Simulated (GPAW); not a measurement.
# Dielectric function and optical constants of Ti

Aim: the dielectric function of Ti, and the optical constants that follow from it.

Program: GPAW 26.7.0. Level of theory: DFT, LDA, plane-wave PAW (GPAW data sets), scalar-relativistic, RPA, optical limit. Results are calculated unless marked as measured.

## Step 1: The starting structure

It takes space group P6_3/mmc (No. 194, hexagonal). The conventional cell has a = 2.950 Å, b = 2.950 Å, c = 4.680 Å, α = 90.00°, β = 90.00°, γ = 120.00°. Nearest to Ti lie 12 Ti at 2.89 to 2.95 Å.

Structure file:

```xyz
2
Lattice="2.9500 0.0000 0.0000 -1.4750 2.5548 0.0000 0.0000 0.0000 4.6800" Properties=species:S:1:pos:R:3 pbc="T T T"
Ti    1.4750    0.8516    3.5100
Ti    0.0000    1.7032    1.1700
```

## Step 2: Dielectric function, RPA

Transitions between filled and empty bands, summed over the zone, give the optical response, so mesh, band count and broadening shape it.

The induced potential is part of this response.

The input, df.py:

```python
from gpaw.response.df import DielectricFunction

df = DielectricFunction('full.gpw', frequencies={'type': 'nonlinear', 'domega0': 0.03, 'omega2': 8},
                        ecut=50,
                        eta=0.15,
                        nbands=31,
                        rate=0.05,
                        txt='df.txt')
for direction in ['x', 'z']:
    df.get_dielectric_function(xc='RPA', direction=direction, filename=f'df_{direction}.csv')
```

Launch:

```
$ OMP_NUM_THREADS=1 python df.py
```

Numbers of over 12 decimals in the logs are rounded to 6 here.

Log:

```text
Using integrator: PointIntegrator
NonLinearFrequencyDescriptor(from 0.000 to 83.625 eV, 524 points)
Nonperiodic BCs:  [False False False]
Using integrator: PointIntegrator
NonLinearFrequencyDescriptor(from 0.000 to 83.625 eV, 524 points)
Nonperiodic BCs:  [False False False]
Using integrator: PointIntegrator

Calculating chi0 body with:
    Ground state adapter containing:
    Number of spins: 1
    Number of kpoints: 1800
    Number of irreducible kpoints: 192
    Number of completely occupied states: 10
    Number of partially occupied states: 16

    Linear response parametrization:
    q_c: [0.0, 0.0, 0.0]
    Number of frequency points: 524
    Planewave cutoff: 50.0
    Number of bands: 31
    Number of planewaves: 23
    Broadening (eta): 0.15

Integrating chi0 body.

Symmetries of q_c:
    Direct symmetries (Uq -> q): 12
    Indirect symmetries (TUq -> q): 0
In total 12 allowed symmetries.

192 groups of equivalent kpoints. 89.333333% reduction.

Integral kind: spectral function

Calculating chi0 optical extensions with:
    Ground state adapter containing:
    Number of spins: 1
    Number of kpoints: 1800
    Number of irreducible kpoints: 192
    Number of completely occupied states: 10
    Number of partially occupied states: 16

    Linear response parametrization:
    Number of frequency points: 524
    Planewave cutoff: 50.0
    Number of bands: 31
    Number of planewaves: 23
    Broadening (eta): 0.15
Integrating chi0 head and wings.

Symmetries of q_c:
    Direct symmetries (Uq -> q): 12
    Indirect symmetries (TUq -> q): 0
In total 12 allowed symmetries.

192 groups of equivalent kpoints. 89.333333% reduction.

Integral kind: spectral function wings

Calculating drude chi0 with:
    Number of frequency points:524
    Plasma frequency decay rate: 0.05 eV

    Ground state adapter containing:
    Number of spins: 1
    Number of kpoints: 1800
    Number of irreducible kpoints: 192
    Number of completely occupied states: 10
    Number of partially occupied states: 16

Symmetries of q_c:
    Direct symmetries (Uq -> q): 12
    Indirect symmetries (TUq -> q): 0
In total 12 allowed symmetries.

192 groups of equivalent kpoints. 89.333333% reduction.

Integral kind: intraband
Plasma frequency:
[[3.67-0.j 0.  +0.j 0.  +0.j]
 [0.  +0.j 3.67-0.j 0.  +0.j]
 [0.  +0.j 0.  +0.j 3.71+0.j]]
```

Run time: 24 s. Hardware: 1 thread of Arm Neoverse V1, shared host; peak memory 0.21 GiB.

Some rows of df_x.csv (energy; Re and Im without local fields; Re and Im with them):

```text
0.000000, 5474.990724, -0.000000, 5474.948164, -0.000000
0.460735, -14.662544, 38.116900, -14.642575, 38.108141
0.943989, 12.260996, 36.990967, 12.300291, 37.014528
1.451455, 6.828792, 31.220382, 6.726089, 31.208276
1.984998, -1.354078, 26.072800, -0.903749, 26.361175
2.546682, -4.497919, 17.463730, -4.794239, 17.547315
3.138794, -3.070962, 16.145192, -3.119014, 16.058328
3.763875, -4.701141, 14.283392, -4.692222, 14.293228
4.424758, -8.005832, 6.947337, -8.088982, 6.963649
5.124608, -4.157106, 3.458834, -4.200078, 3.454417
5.866977, -0.906732, 2.976919, -0.954370, 2.960784
6.655862, -2.671711, 5.496435, -2.656310, 5.479203
7.495775, -2.298092, 2.726185, -2.243837, 2.804726
8.391833, -0.658027, 0.965901, -0.748927, 0.982202
9.349861, -0.151427, 2.379701, -0.142240, 2.345442
10.376517, -0.766078, 2.310926, -0.778502, 2.390194
11.479449, -0.977977, 1.612227, -1.039234, 1.687129
12.667487, -0.495936, 0.995274, -0.571148, 1.038946
13.950874, -0.365047, 0.749356, -0.441113, 0.789632
```

Sum at mesh points, not converged in k. The Im ε by photon energy; read off at these points:

| photon energy (eV) | E ∥ x | E ∥ z |
| --- | --- | --- |
| 0.5 | 37.2 | 75.9 |
| 1.0 | 37.3 | 44.6 |
| 1.5 | 31.0 | 41.1 |
| 2.0 | 26.3 | 21.2 |
| 2.5 | 18.3 | 17.2 |
| 3.0 | 15.7 | 16.7 |
| 3.5 | 13.6 | 15.5 |
| 4.0 | 12.9 | 12.3 |
| 4.5 | 6.16 | 6.74 |
| 5.0 | 3.76 | 4.12 |
| 5.5 | 2.73 | 2.96 |
| 6.0 | 3.43 | 4.40 |
| 6.5 | 5.68 | 4.61 |
| 7.0 | 3.14 | 2.53 |
| 7.5 | 2.80 | 1.47 |
| 8.0 | 1.24 | 1.24 |
| 8.5 | 1.09 | 1.47 |
| 9.0 | 1.82 | 2.15 |
| 9.5 | 2.24 | 1.95 |
| 10.0 | 2.75 | 1.83 |
| 10.5 | 2.41 | 1.90 |
| 11.0 | 1.87 | 2.05 |
| 11.5 | 1.66 | 1.49 |
| 12.0 | 1.31 | 1.15 |
| 12.5 | 0.978 | 0.989 |
| 13.0 | 0.957 | 0.607 |
| 13.5 | 0.963 | 0.578 |

Values under 1 per cm are given as 1; sum at mesh points, not converged in k. The absorption coefficient by photon energy:

| photon energy (eV) | E ∥ x (1/cm) | E ∥ z (1/cm) |
| --- | --- | --- |
| 0.492 | 2.4e5 | 3.0e5 |
| 1.010 | 3.9e5 | 4.6e5 |
| 1.486 | 5.4e5 | 7.4e5 |
| 1.985 | 7.4e5 | 7.5e5 |
| 2.508 | 8.8e5 | 8.0e5 |
| 3.018 | 9.0e5 | 9.6e5 |
| 3.510 | 1.0e6 | 1.2e6 |
| 3.980 | 1.3e6 | 1.4e6 |
| 4.516 | 1.3e6 | 1.4e6 |
| 4.981 | 1.2e6 | 1.3e6 |
| 5.515 | 1.0e6 | 1.1e6 |
| 6.021 | 8.6e5 | 1.0e6 |
| 6.494 | 1.3e6 | 1.5e6 |
| 6.985 | 1.4e6 | 1.4e6 |
| 7.496 | 1.3e6 | 1.2e6 |
| 8.026 | 1.2e6 | 1.0e6 |
| 8.516 | 7.8e5 | 8.5e5 |
| 9.023 | 7.9e5 | 9.8e5 |
| 9.483 | 1.0e6 | 1.2e6 |
| 10.026 | 1.3e6 | 1.1e6 |
| 10.519 | 1.4e6 | 1.2e6 |
| 11.029 | 1.4e6 | 1.4e6 |
| 11.479 | 1.4e6 | 1.4e6 |
| 12.023 | 1.4e6 | 1.3e6 |
| 12.504 | 1.2e6 | 1.3e6 |
| 13.000 | 1.2e6 | 1.2e6 |
| 13.512 | 1.2e6 | 9.0e5 |

Sum at mesh points, not converged in k. The Im ε, E ∥ x by photon energy; read off at these points:

| photon energy (eV) | without local fields | with local fields |
| --- | --- | --- |
| 0.5 | 37.2 | 37.2 |
| 1.0 | 37.3 | 37.3 |
| 1.5 | 31.0 | 31.0 |
| 2.0 | 26.0 | 26.3 |
| 2.5 | 18.2 | 18.3 |
| 3.0 | 15.8 | 15.7 |
| 3.5 | 13.5 | 13.6 |
| 4.0 | 12.8 | 12.9 |
| 4.5 | 6.15 | 6.16 |
| 5.0 | 3.77 | 3.76 |
| 5.5 | 2.73 | 2.73 |
| 6.0 | 3.46 | 3.43 |
| 6.5 | 5.70 | 5.68 |
| 7.0 | 3.14 | 3.14 |
| 7.5 | 2.72 | 2.80 |
| 8.0 | 1.18 | 1.24 |
| 8.5 | 1.08 | 1.09 |
| 9.0 | 1.88 | 1.82 |
| 9.5 | 2.27 | 2.24 |
| 10.0 | 2.69 | 2.75 |
| 10.5 | 2.34 | 2.41 |
| 11.0 | 1.80 | 1.87 |
| 11.5 | 1.58 | 1.66 |
| 12.0 | 1.25 | 1.31 |
| 12.5 | 0.932 | 0.978 |
| 13.0 | 0.920 | 0.957 |
| 13.5 | 0.928 | 0.963 |

The reflectivity at normal incidence has structure finer than the step of the table below, so its rows give means over 0.5 eV, whole bins alone (the curve runs from 0.305 to 14.0 eV). Peaks (eV: height): E ∥ x 4.47: 67.6, 6.99: 55.4, 7.91: 59.5, 12.34: 38.8; E ∥ z 4.56: 68.3, 7.44: 62.8, 9.35: 33.2, 13.00: 47.3.

Sum at mesh points, not converged in k. Table of reflectivity at normal incidence by photon energy; means over each step:

| photon energy (eV) | E ∥ x (%) | E ∥ z (%) |
| --- | --- | --- |
| 1.0 | 59.2 | 65.8 |
| 1.5 | 58.0 | 67.1 |
| 2.0 | 59.1 | 61.6 |
| 2.5 | 57.7 | 55.0 |
| 3.0 | 52.7 | 54.6 |
| 3.5 | 53.6 | 58.0 |
| 4.0 | 60.7 | 62.5 |
| 4.5 | 67.0 | 67.2 |
| 5.0 | 62.5 | 64.7 |
| 5.5 | 50.6 | 55.0 |
| 6.0 | 31.4 | 38.1 |
| 6.5 | 40.0 | 54.3 |
| 7.0 | 52.9 | 60.8 |
| 7.5 | 49.6 | 62.0 |
| 8.0 | 56.7 | 48.0 |
| 8.5 | 31.6 | 26.7 |
| 9.0 | 16.4 | 24.1 |
| 9.5 | 21.6 | 31.2 |
| 10.0 | 26.2 | 28.1 |
| 10.5 | 31.5 | 27.9 |
| 11.0 | 35.7 | 32.7 |
| 11.5 | 36.6 | 39.4 |
| 12.0 | 37.7 | 40.7 |
| 12.5 | 36.0 | 42.1 |
| 13.0 | 31.8 | 45.7 |
| 13.5 | 30.9 | 31.2 |

The loss function −Im 1/ε at q → 0 has structure finer than the step of the table below, so its rows give means over 0.5 eV, whole bins alone (the curve runs from 0.305 to 14.0 eV). Peaks (eV: height): E ∥ x 5.87: 0.306, 8.58: 0.784; E ∥ z 8.33: 0.634, 13.60: 1.47.

Sum at mesh points, not converged in k. Table of loss function −Im 1/ε at q → 0 by energy loss; means over each step:

| energy loss (eV) | E ∥ x | E ∥ z |
| --- | --- | --- |
| 1.0 | 0.0264 | 0.0210 |
| 1.5 | 0.0312 | 0.0246 |
| 2.0 | 0.0377 | 0.0424 |
| 2.5 | 0.0514 | 0.0559 |
| 3.0 | 0.0638 | 0.0576 |
| 3.5 | 0.0674 | 0.0576 |
| 4.0 | 0.0594 | 0.0572 |
| 4.5 | 0.0657 | 0.0629 |
| 5.0 | 0.105 | 0.0896 |
| 5.5 | 0.197 | 0.159 |
| 6.0 | 0.273 | 0.209 |
| 6.5 | 0.170 | 0.125 |
| 7.0 | 0.164 | 0.140 |
| 7.5 | 0.211 | 0.182 |
| 8.0 | 0.261 | 0.393 |
| 8.5 | 0.691 | 0.605 |
| 9.0 | 0.551 | 0.445 |
| 9.5 | 0.427 | 0.423 |
| 10.0 | 0.362 | 0.481 |
| 10.5 | 0.366 | 0.463 |
| 11.0 | 0.405 | 0.411 |
| 11.5 | 0.449 | 0.428 |
| 12.0 | 0.522 | 0.518 |
| 12.5 | 0.675 | 0.575 |
| 13.0 | 0.805 | 0.781 |
| 13.5 | 0.849 | 1.38 |

Optical constants at common wavelengths, from n + ik = √ε:

| wavelength (nm) | n x | k x | R (%) x | 1/α x | n z | k z | R (%) z | 1/α z |
| --- | --- | --- | --- | --- | --- | --- | --- | --- |
| 1064 | 4.51 | 3.685 | 58.9 | 23 nm | 5.05 | 4.503 | 64.5 | 19 nm |
| 800 | 4.29 | 3.584 | 58.0 | 18 nm | 3.97 | 4.957 | 67.8 | 13 nm |
| 405 | 2.67 | 3.025 | 52.8 | 11 nm | 2.66 | 3.158 | 54.5 | 10 nm |
| 365 | 2.27 | 2.950 | 53.2 | 9.8 nm | 2.44 | 3.318 | 57.3 | 8.8 nm |
| 308 | 1.88 | 3.352 | 61.5 | 7.3 nm | 1.75 | 3.419 | 63.7 | 7.2 nm |
| 248 | 0.82 | 2.305 | 62.1 | 8.6 nm | 0.83 | 2.471 | 64.8 | 8.0 nm |
| 193 | 1.51 | 1.799 | 36.6 | 8.5 nm | 1.15 | 2.286 | 53.4 | 6.7 nm |

A polished face would reflect 58 % of daylight and look light grey (CIE x = 0.321, y = 0.338 under D65).

## Step 3: Summary of results

What this shows: At this level (LDA, RPA) Ti is a metal. The mesh is too coarse to trust the carriers' weight, the reflectivity or the colour to better than tens of per cent. A polished face would reflect 58 % of daylight and look light grey (CIE x = 0.321, y = 0.338 under D65). The carriers' damping of 0.05 eV is typed, not computed; it shapes the response at the lowest energies. In this version of GPAW the matrix elements of the optical limit are incomplete, which can lower ε − 1 by up to a tenth where first-row anions or d states rule, and shift it by more in d metals. GPAW's carrier term has the form −ωp²/(ω + i·rate)², which damps like twice the rate and fails at low energy, so the curves leave the lowest energies out. The sum runs over mesh points 0.17 Å⁻¹ apart with no interpolation, so peaks are partly noise of the mesh, and the Drude plasma energy, a sum over the Fermi surface, isn't converged.

[Machine, clock and banner lines and Python warnings are left out of the logs.]

[Logs are printed without paths, hosts, clocks, repeated set-up lines and the standing remarks that a program may print on its own settings, such as how far it seeks lower states.]

[Hosts, paths, dates, database ids (printed as entryN), source tags and the programs' standing remarks are cut or masked in the printed files.]
